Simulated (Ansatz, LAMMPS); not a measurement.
# Glassy 32SiO2-46B2O3-11MgO-11CaO (mol %) (137 atoms): a single point

What does DFT give for glassy 32SiO2-46B2O3-11MgO-11CaO (mol %) (137 atoms) as built?

Program: Ansatz 0.2.0. Level of theory: Kohn-Sham DFT, PBE, PAW (set soft_2), plane waves. Results are calculated unless marked as measured.

### Step 1. The starting structure

The cell holds 137 atoms: 12 Si, 34 B, 4 Mg, 4 Ca and 83 O. Cell: a = 11.515 Å, b = 11.515 Å, c = 11.515 Å, α = 90.0°, β = 90.0°, γ = 90.0°. 137 atoms (12 Si, 34 B, 4 Mg, 4 Ca, 83 O) placed at random at 2.18 g/cm³, melted at 3000 K for 20 ps at fixed volume with the Buckingham and Coulomb pair potential of Guillot and Sator (Geochim. Cosmochim. Acta 71, 1249 (2007)) with the boron terms of Wang et al. (J. Non-Cryst. Solids 498, 294 (2018)). Quenched from 3000 K to 300 K at 300 K/ps and fixed volume, held 10 ps at zero pressure.

Before any run, some limits are plain. The quench rate of 300 K/ps is many orders above laboratory rates, so the cell is likely richer in defects and strain than a real sample. The network of bonds at the start is that of the classical potential that made the cell, and needn't be the one that DFT or experiment would give. Sampling is at Γ alone, for a cell whose shortest periodic width is 12 Å.

### Step 2. How the cell was made

A classical potential supplies the starting structure, since it reaches far longer times than DFT.

This step: classical MD, Buckingham and Coulomb pair potential of Guillot and Sator (Geochim. Cosmochim. Acta 71, 1249 (2007)) with the boron terms of Wang et al. (J. Non-Cryst. Solids 498, 294 (2018)) (LAMMPS 22 Jul 2025 - Update 4).

in.lmp reads:

```
# melt-quench of Si12B34Mg4Ca4O83
units metal
atom_style charge
boundary p p p
region box block 0 12.0359 0 12.0359 0 12.0359
create_box 5 box
mass 1 28.0850   # Si
mass 2 10.8100   # B
mass 3 24.3050   # Mg
mass 4 40.0780   # Ca
mass 5 15.9990   # O
create_atoms 1 random 12 37743 NULL overlap 1.5 maxtry 2000
create_atoms 2 random 34 37750 NULL overlap 1.5 maxtry 2000
create_atoms 3 random 4 37757 NULL overlap 1.5 maxtry 2000
create_atoms 4 random 4 37764 NULL overlap 1.5 maxtry 2000
create_atoms 5 random 83 37771 NULL overlap 1.5 maxtry 2000
pair_style buck/coul/long 9.0
pair_coeff * * 0.0 1.0 0.0
pair_coeff 1 5 50306.10 0.161 46.2978   # Si-O
pair_coeff 2 5 206941.81 0.124 35.0018   # B-O
pair_coeff 3 5 32652.64 0.178 27.281   # Mg-O
pair_coeff 4 5 155667.70 0.178 42.2597   # Ca-O
pair_coeff 5 5 9022.79 0.265 85.0921   # O-O
pair_coeff 2 2 484.40 0.35 0.0   # B-B
pair_coeff 1 2 337.70 0.29 0.0   # Si-B
set type 1 charge 1.89
set type 2 charge 1.4175
set type 3 charge 0.945
set type 4 charge 0.945
set type 5 charge -0.945
kspace_style pppm 1.0e-4
neigh_modify delay 0 every 1 check yes
thermo_style custom step time temp pe press density
thermo_modify norm yes
# [... 17 lines left out ...]
fix md all nvt temp 3000 300 0.1
run 9000 post no
unfix md
thermo 3333
fix md all npt temp 300 300 0.1 iso 0 0 1
run 10000 post no
unfix md
write_dump all custom glass.dump id type xs ys zs modify sort id
```

Started as:

```bash
lmp -in in.lmp -log none -nocite
```

Numbers of over 12 decimals in the logs are rounded to 6 here.

Log:

```text
LAMMPS (22 Jul 2025 - Update 4)
Created orthogonal box = (0 0 0) to (12.0359 12.0359 12.0359)
Created 12 atoms
Created 34 atoms
Created 4 atoms
Created 4 atoms
Created 83 atoms
PPPM initialization ...
  G vector (1/distance) = 0.3261271
  grid = 10 10 10
  estimated relative force accuracy = 6.6918602e-05
   Step          Time           Temp          PotEng         Press         Density
         0   0              0              1.4664012      1348540.1      2.1809742
       100   0.1            0             -10.884354     -34494.843      2.1809742
       122   0.122          0             -10.949942     -39896.776      2.1809742
[... 19 lines left out ...]
[... 2 lines left out ...]
Loop time of 12.856 s on 1 MPI rank(s) for 20000 steps with 137 atoms
   Step          Time           Temp          PotEng         Press         Density
[... 12 lines left out ...]
Loop time of 5.68881 s on 1 MPI rank(s) for 9000 steps with 137 atoms
   Step          Time           Temp          PotEng         Press         Density
[... 1 line left out ...]
     33330   33.33          283.46263     -11.20893       853.59754      2.5133306
     36663   36.663         284.93481     -11.204623     -9250.198       2.5135788
     39996   39.996         297.3367      -11.202919      11080.742      2.4920236
     40000   40             275.69501     -11.199949      2089.4363      2.4906399
Loop time of 8.01131 s on 1 MPI rank(s) for 10000 steps with 137 atoms
```

Wall time 27 s (1 thread of Arm Neoverse V1, shared host); peak memory 0.078 GiB.

### Step 3. Plane-wave single point

One self-consistent run at the given positions yields energy and forces.

input.yaml reads:

```yaml
crystal:
  lattice:
    - [11.51485, 0.0, 0.0]
    - [0.0, 11.51485, 0.0]
    - [0.0, 0.0, 11.51485]
  atoms:
    - { symbol: Si, position: [0.08603, 0.72339, 0.70886] }
    - { symbol: Si, position: [0.49563, 0.88716, 0.87874] }
    - { symbol: Si, position: [0.55549, 0.32405, 0.82119] }
    - { symbol: Si, position: [0.24921, 0.33676, 0.30307] }
    - { symbol: Si, position: [0.64918, 0.82438, 0.46849] }
    - { symbol: Si, position: [0.45824, 0.70847, 0.03713] }
    - { symbol: Si, position: [0.00396, 0.36882, 0.60432] }
    - { symbol: Si, position: [0.78096, 0.23918, 0.88233] }
    - { symbol: Si, position: [0.73594, 0.62124, 0.30547] }
    - { symbol: Si, position: [0.33396, 0.10019, 0.0719] }
    - { symbol: Si, position: [0.3891, 0.89716, 0.44912] }
    - { symbol: Si, position: [0.30008, 0.56183, 0.43305] }
    - { symbol: B, position: [0.6599, 0.84667, 0.70687] }
    - { symbol: B, position: [0.01795, 0.21316, 0.87532] }
    - { symbol: B, position: [0.81471, 0.3849, 0.27516] }
    - { symbol: B, position: [0.48388, 0.61352, 0.26137] }
    - { symbol: B, position: [0.54642, 0.50028, 0.9826] }
    - { symbol: B, position: [0.87774, 0.73619, 0.11517] }
    - { symbol: B, position: [0.69967, 0.3427, 0.08409] }
    - { symbol: B, position: [0.52025, 0.11643, 0.9605] }
    - { symbol: B, position: [0.30576, 0.6734, 0.84464] }
    - { symbol: B, position: [0.19639, 0.9136, 0.97651] }
    - { symbol: B, position: [0.88332, 0.81264, 0.76963] }
    - { symbol: B, position: [0.23395, 0.32902, 0.71128] }
    - { symbol: B, position: [0.85836, 0.97538, 0.42175] }
    - { symbol: B, position: [0.12531, 0.74835, 0.1498] }
    - { symbol: B, position: [0.99773, 0.98983, 0.87306] }
    - { symbol: B, position: [0.20633, 0.7617, 0.37622] }
    - { symbol: B, position: [0.84535, 0.19034, 0.54033] }
    - { symbol: B, position: [0.41569, 0.58929, 0.65278] }
    - { symbol: B, position: [0.02376, 0.2709, 0.24363] }
    - { symbol: B, position: [0.37692, 0.96832, 0.69846] }
    [... 99 atom lines left out ...]
    - { symbol: O, position: [0.1492, 0.62961, 0.11901] }
    - { symbol: O, position: [0.37105, 0.89768, 0.79997] }
    - { symbol: O, position: [0.49021, 0.84346, 0.01697] }
    - { symbol: O, position: [0.33751, 0.69395, 0.9575] }
    - { symbol: O, position: [0.92212, 0.92343, 0.79441] }
    - { symbol: O, position: [0.95807, 0.71794, 0.77673] }
kpoints:
  mp_grid: { grid: [1, 1, 1] }
hamiltonian:
  xc: pbe
scf:
  occupations: { method: fixed }
output:
  forces: true
  stress: true
  populations: true
  dos:
    method: { smearing: { sigma: 0.1 } }
    de: 0.1
    projected: { site_lists: { B: [B], Ca: [Ca], Mg: [Mg], O: [O], Si: [Si] } }
  eigenvalues: true
  write_density: true
  write_potential: true
  volumetric_format: npy
```

Started as:

```bash
ansatz run input.yaml --threads 8 --pin off --max-ram 15872MiB --backend cpu --events-out ev --progress --plain --runs-dir out
```

Log:

```text
Engine: ansatz 0.2.0, aarch64-unknown-linux-gnu
Pseudopotentials: kind: paw
Pseudopotential: Si, paw, valence charge 4, recommended cutoff 420 eV (normal), Si.paw.azcp
Pseudopotential: B, paw, valence charge 3, recommended cutoff 420 eV (normal), B.paw.azcp
Pseudopotential: Mg, paw, valence charge 10, recommended cutoff 420 eV (normal), Mg.paw.azcp
Pseudopotential: Ca, paw, valence charge 10, recommended cutoff 420 eV (normal), Ca.paw.azcp
Pseudopotential: O, paw, valence charge 6, recommended cutoff 420 eV (normal), O.paw.azcp
[... 5 lines on functional and potentials left out ...]
Crystal: 137 atoms, lattice volume = 1526.774 Å³
Basis set: ecut = 420 eV, 29855 PW (Γ), exchange–correlation on 160×160×160 points (8 copies of the dense FFT grid, shifted against one another)
Bands: 501, of which v1, the nominal top of the filled ones, is band 364 counted from 1 (363 counted from 0)
Symmetry: 1 space group operations
Space group: P1 (ITA 1), of the structure as read, at distance tolerance 1.2e-4 Å
k-points: 1
[... 11 lines on functional and potentials left out ...]
Initial density: superposition of atomic densities (neutral atoms: chi_scale 0, normalization atom), corrected by the library's trained network
Initial wavefunctions: pseudopotential atomic-orbital guess
Functional: x = pbe(κ = 0.804, μ = 0.219515), c = pbe(β = 0.066725)
SCF iter   1: F=—  HF=-75112.071261 eV  |F-HF|=—  |Δ(HF+E_count)|=         —  Δρ=4.18e-3  dr2=4.25e-1  ethr=1.77e-3  ⟨swp⟩=7.0  Hψ=1820  notcnv=0  defer=134
[...]
E_xc         = -8525.671158
  E_vxc        = -10483.446476  (∫ρ·V_xc dr)
  E_paw        = -26624.046697  (= ΣΔE_a)
  E_vpaw       = -3543.493116  (= ΣTr[D̂ρ^β])
  E_aug_tail   = 0.212781  (compensation charges beyond the density's cutoff)
  E_ewald      = -29977.230537
  E_smearing   = -0.000000  (= −TS)
  E_closure    = 0.000000  (closes the sum)
  Σ components = -75111.991099   (vs F -75111.991099, Δ=0.00e0)
--- Forces (eV/Å), atoms counted from 1 ---
  atom   1  Si    -0.82359920     0.97133597    -0.84237604
  atom   2  Si    -1.83022514     2.64377807    -1.46073157
  atom   3  Si     0.31250611    -0.40744076    -0.31937996
  atom   4  Si     1.51611593    -0.17848420     0.19990665
  atom   5  Si     2.33142128     1.40207467    -0.55320458
  atom   6  Si    -1.43899413    -2.50883905    -0.51770532
  atom   7  Si    -1.63441900     0.53143070    -0.16630350
  atom   8  Si     0.71126318     0.05074794    -1.14772027
[...]
atom  13  B      2.34261337     1.45017887    -1.53768129
  atom  14  B      1.06801462    -1.21349359    -0.88116647
[...]
atom 136  O     -0.75906664     0.32320471    -0.87104170
  atom 137  O      0.81287659    -0.10201374     0.31327416
  max |Σ_I F_I| component: 1.54e-4 eV/Å
--- Stress (GPa, compression-positive) ---
       -2.116737      -0.328963      -2.128764
       -0.328956      -1.831969      -0.197533
       -2.128756      -0.197533      -2.775350
  P = ⅓ Tr σ = -2.2414 GPa (-22.414 kbar)
--- Band table (eV) ---
  k-point 0: bands = ["-71.6163", "-70.3343", "-69.2152", "-69.0001", [... 485 levels ...], "14.7179", "14.7560", "14.8190", "14.8617", "14.9004", "14.9523", "14.9672", "14.9857", "15.0656", "15.0945", "15.1373", "15.1657"]
--- Löwdin populations: 137 sites ---
  site symbol       q [e]
     0     Si      2.2314
     1     Si      2.2336
     2     Si      2.2487
[...]
136      O      6.6021
  spilling = 0.010325 (of n_electrons = 728.000000)
[key lines of the parts left out:]
SCF converged after 10 iterations
Free energy (F): -75111.991099 eV
Fermi energy:    4.827654 eV
```

The job ended after 22 s (8 threads of Arm Neoverse V1, shared host; peak memory 2.3 GiB; 2.8 min of CPU time).

The column dr2 measures how far the density is from self-consistency, as an energy; F and HF (Harris–Foulkes) agree once it is small.

Numbers from this run:

```
free energy                                      : -75111.9911 eV
free energy per atom                             : -548.2627 eV/atom
SCF cycles                                       : 10
pressure                                         : -2.241 GPa
r.m.s. force component                           : 1.156 eV/Å
longest force                                    : 4.61 eV/Å
Fermi energy                                     : 4.828 eV
gap (highest filled to lowest empty level) : 2.799 eV
spilling of the projection                       : 0.01033
```

Length of the force by element:

```tsv
element	coordination	atoms	mean length of the force (eV/Å)	spread	least	most
B	all	34	2.41	0.873	0.535	4.61
Ca	all	4	0.903	0.363	0.438	1.45
Mg	all	4	1.16	0.355	0.788	1.59
O	all	83	1.58	0.686	0.403	3.68
Si	all	12	2.23	0.967	0.605	3.82
```

Löwdin charges by element (they lack the spilled electrons, 0.055 e an atom on average):

```tsv
element	coordination	atoms	mean charge (e)	spread	least	most
B	all	34	0.607	0.0568	0.476	0.681
Ca	all	4	1.79	0.0088	1.78	1.80
Mg	all	4	1.67	0.022	1.64	1.69
O	all	83	-0.580	0.130	-0.960	-0.373
Si	all	12	1.76	0.0203	1.73	1.80
```

States in the cell by windows of 1 eV, zero at the Fermi level; the larger projections on atomic orbitals stand beside the total:

```tsv
from (eV)	to (eV)	total	O p	B p	O s
-18	-17	14.5	0.2	2.9	10.7
-17	-16	2.7	0.0	0.5	2.2
-16	-13	0.0	0.0	0.0	0.0
-13	-12	0.8	0.6	0.0	0.0
-12	-11	9.9	6.9	0.5	0.2
-11	-10	22.5	15.6	1.7	0.6
-10	-9	26.8	18.7	3.1	0.7
-9	-8	39.1	27.6	6.0	0.6
-8	-7	39.9	28.3	7.3	0.6
-7	-6	33.5	24.6	5.9	0.8
-6	-5	51.6	41.3	5.6	1.9
-5	-4	60.9	52.3	4.0	2.0
-4	-3	76.7	69.9	2.6	1.7
-3	-2	73.9	69.6	1.6	0.9
-2	-1	43.3	41.3	0.6	0.4
-1	0	17.9	17.2	0.2	0.1
0	1	1.2	1.2	0.0	0.0
1	2	0.0	0.0	0.0	0.0
2	3	4.0	0.5	1.4	0.3
3	4	15.2	1.1	3.2	0.6
4	5	30.9	3.5	9.5	1.6
```

With fixed occupations the program's Fermi level is the highest filled level; weight inside the gap is the broadening of levels at its edges.

Between -26 and -18 eV lie 173 more states.

About 41 of the 728 electrons lie in deeper levels, below the stored range.

The levels nearest the highest filled one (over half full), pooled over k-points and spins:

```tsv
level less the highest filled one (eV)	occupation
-0.642	2
-0.457	2
-0.429	2
-0.292	2
-0.0673	2
0	2
2.80	0
2.96	0
3.05	0
3.38	0
3.44	0
3.61	0
```

Electrostatic potential energy in the ac plane at fractional y = 0.116, with atoms of Si and B and Mg and O within 0.2 Å of it. With pseudopotentials it is smooth inside the atoms' cores, unlike the true potential.

Values in eV, 13 rows by 16 columns, each cell a mean:
```
  9  10  11  10   7   5   5 -12 -40  -9   8  10   9   9  10  10
 -8   6  11  11  10  10   9   6   0   6   9 -11 -21   7  10   6
-33  -2  11  11  11  11  10  10  10  10   8 -12 -18   8  10  -1
  5  10  11  10  10  -4 -22   6  10  10   6 -10 -11   3   8   6
  1   8   9   6   5   1  -8   6  10  10   9   6 -26 -28   1  -8
  5   9   5 -20 -24   1   5  -2   9  11  11  10   4  -2   2   0
 10  10   5 -20 -24   2   5  -8   6   9  10  11   8 -14  -5   9
 11  10   8   5   3   3   6   3   1   6   9  10   8 -22  -9  11
 10   9   9   7  -8 -33 -13 -30  -3   7   8   7   5   4   8  10
 -2   7   9   8  -7 -18  -2 -10   5   8   6   2 -22 -32  -4   7
-11   5   9   7 -18  -8   5   8   8   7   6   3 -20 -31  -4   6
 11  10  10   6 -14 -35 -15 -18  -3   8   9   9   6   4   7  10
 11  11  10   7 -11 -32 -13 -24 -19   3   9  11  10  10  10  11
```
Columns run along a (11.5 Å; values clipped at the 3rd and 97th percentile), rows up along c (11.5 Å). Atoms in or near the plane, at fractional coordinates: Si at (0.33, 0.07), B at (0.52, 0.96), B at (0.33, 0.31), Mg at (0.25, 0.53), O at (0.86, 0.44), O at (0.46, 0.31), O at (0.02, 0.81), O at (0.75, 0.84), O at (0.81, 0.64).

Valence density in the ac plane at fractional y = 0.116, with atoms of Si and B and Mg and O within 0.2 Å of it. It is the smooth field of the valence electrons, not physical close to the nuclei.

Values in units of 1e0 e/Å³, 13 rows by 16 columns, each cell a mean:
```
0.1 0.0 0.0 0.0 0.1 0.1 0.1 0.4 0.5 0.3 0.1 0.1 0.1 0.1 0.1 0.1
1.5 0.5 0.0 0.0 0.0 0.0 0.0 0.1 0.3 0.2 0.1 2.2 3.1 0.3 0.1 0.4
4.9 1.3 0.1 0.0 0.0 0.1 0.2 0.1 0.0 0.0 0.1 1.8 2.5 0.3 0.1 1.1
0.4 0.1 0.0 0.0 0.1 1.4 3.0 0.4 0.0 0.0 0.1 0.4 1.0 0.7 0.1 0.2
0.1 0.1 0.0 0.0 0.1 0.7 1.5 0.3 0.0 0.0 0.0 0.3 3.6 3.9 0.4 0.4
0.1 0.2 0.2 3.4 4.5 0.1 0.4 1.0 0.2 0.0 0.0 0.1 0.6 0.9 0.3 0.2
0.0 0.1 0.1 3.3 4.5 0.1 0.5 1.5 0.4 0.0 0.0 0.0 0.3 2.3 1.4 0.1
0.0 0.0 0.0 0.1 0.2 0.2 0.2 0.4 0.3 0.1 0.0 0.0 0.4 3.4 2.1 0.1
0.0 0.0 0.0 0.1 0.4 0.5 1.3 4.0 1.0 0.1 0.0 0.0 0.1 0.3 0.2 0.0
1.1 0.4 0.0 0.2 1.0 0.8 0.7 1.9 0.5 0.0 0.0 0.1 1.8 3.1 0.5 0.3
1.8 0.6 0.1 0.3 2.3 1.3 0.2 0.1 0.1 0.0 0.0 0.1 1.7 3.0 0.5 0.5
0.1 0.1 0.0 0.1 0.4 0.3 0.6 2.7 1.1 0.1 0.0 0.1 0.1 0.1 0.0 0.1
0.0 0.0 0.0 0.1 0.2 0.2 0.7 2.9 1.6 0.2 0.0 0.1 0.1 0.0 0.1 0.1
```
Columns run along a (11.5 Å), rows up along c (11.5 Å). Atoms in or near the plane, at fractional coordinates: Si at (0.33, 0.07), B at (0.52, 0.96), B at (0.33, 0.31), Mg at (0.25, 0.53), O at (0.86, 0.44), O at (0.46, 0.31), O at (0.02, 0.81), O at (0.75, 0.84), O at (0.81, 0.64).

Mean Löwdin charges: B +0.61, Ca +1.79, Mg +1.67, O -0.58, Si +1.76 e (they miss 1.0 % of the electrons, so they add up to more than the cell's charge). The largest share in the top eV of filled states is O p (98 % of the projected weight), and in the lowest eV of empty states B p (47 % of the projected weight).

### Step 4. Distances and neighbours

These statistics describe the geometry on which the runs were made.

Density 2.49 g/cm³, 11.14 Å³ an atom.

g(r), total and by pair (bins of 0.2 Å):

```tsv
r (Å)	total	O-O	O-B	O-Si	O-Ca	O-Mg	B-B
1.30	1.50	0.00	5.00	0.00	0.00	0.00	0.00
1.50	2.27	0.00	7.04	1.48	0.00	0.00	0.00
1.70	1.01	0.00	0.00	9.56	0.00	0.00	0.00
1.90	0.03	0.00	0.00	0.00	0.00	0.96	0.00
2.10	0.15	0.00	0.00	0.00	0.00	4.24	0.00
2.30	0.85	1.93	0.04	0.00	1.67	1.40	0.00
2.50	1.31	2.79	0.10	0.09	2.91	2.63	0.32
2.70	1.06	1.39	0.14	0.08	2.04	0.25	3.56
2.90	0.78	0.79	0.33	0.21	0.90	0.66	1.28
3.10	0.71	0.74	0.64	0.64	0.18	0.79	0.10
3.30	1.01	0.75	1.49	1.50	0.67	0.17	0.47
3.50	1.14	0.77	1.65	1.19	1.46	1.04	0.51
3.70	1.13	0.57	1.78	1.60	0.66	1.20	0.61
3.90	1.21	0.90	1.52	1.79	1.09	1.67	0.90
4.10	1.04	0.92	1.19	1.20	0.66	1.09	1.31
4.30	0.97	1.07	0.83	0.86	1.08	0.69	1.26
4.50	1.02	1.21	0.64	0.87	1.27	0.81	2.09
4.70	1.04	1.56	0.62	0.69	0.99	0.84	1.33
4.90	1.00	1.22	0.84	0.59	1.45	0.91	0.93
5.10	1.10	1.09	1.14	0.98	0.64	1.19	1.25
5.30	0.95	0.90	1.07	1.00	1.05	0.65	0.82
5.50	0.90	0.75	1.04	0.99	1.10	1.26	0.49
5.70	0.94	0.79	1.20	0.98	0.51	0.85	0.55
```

Local excerpt of 10 atoms (numbers count through the whole input) about B22, which bears the longest force; x, y, z are measured from there.

```tsv
atom	x	y	z	distance (Å)	Löwdin charge (e)	Fx	Fy	Fz (eV/Å)
B22	0.00	0.00	0.00	0.00	0.60	-4.56	0.65	0.24
O86	-0.37	-0.97	0.91	1.38	-0.46	0.79	0.30	0.54
O107	1.03	0.92	0.18	1.39	-0.60	0.71	0.32	0.52
O83	-1.04	0.34	-0.88	1.41	-0.42	2.76	-1.25	0.31
B27	-2.29	0.88	-1.19	2.72	0.60	-0.26	0.20	1.05
O133	2.01	-0.18	-2.03	2.87	-0.58	1.30	0.17	-0.23
B26	-0.82	-1.90	2.00	2.88	0.51	0.14	0.85	-1.36
Si10	1.58	2.15	1.10	2.89	1.78	-2.20	0.17	-2.16
O135	1.62	-2.53	-0.22	3.01	-0.56	0.50	-0.09	0.25
O106	-0.02	-2.49	-2.06	3.23	-0.57	0.69	-0.28	1.17
```

### Step 5. Outcome

```json
{
  "free energy per atom": "-548.2627 eV/atom",
  "pressure": "-2.241 GPa",
  "r.m.s. force component": "1.156 eV/Å",
  "gap (highest filled to lowest empty level)": "2.799 eV",
  "wall time of the 1 DFT run": "22 s"
}
```

Filled and empty levels are parted by 2.80 eV (at Γ alone); a semilocal functional tends to put such gaps too low. In a disordered cell it changes from sample to sample, and tail or defect levels can set it.

**Limits.** The force components of 1.2 eV/Å r.m.s. hold both thermal displacement and the mismatch between the potential that made the cell and DFT. The pressure of -2.2 GPa is that of one thermal frame, in which the classical model's bond lengths enter as well as the volume, without the kinetic term.

[Logs are printed without paths, hosts, clocks, repeated set-up lines and the standing remarks that a program may print on its own settings, such as how far it seeks lower states.]

[Hosts, paths, dates, database ids (printed as entryN), source tags and the programs' standing remarks are cut or masked in the printed files.]
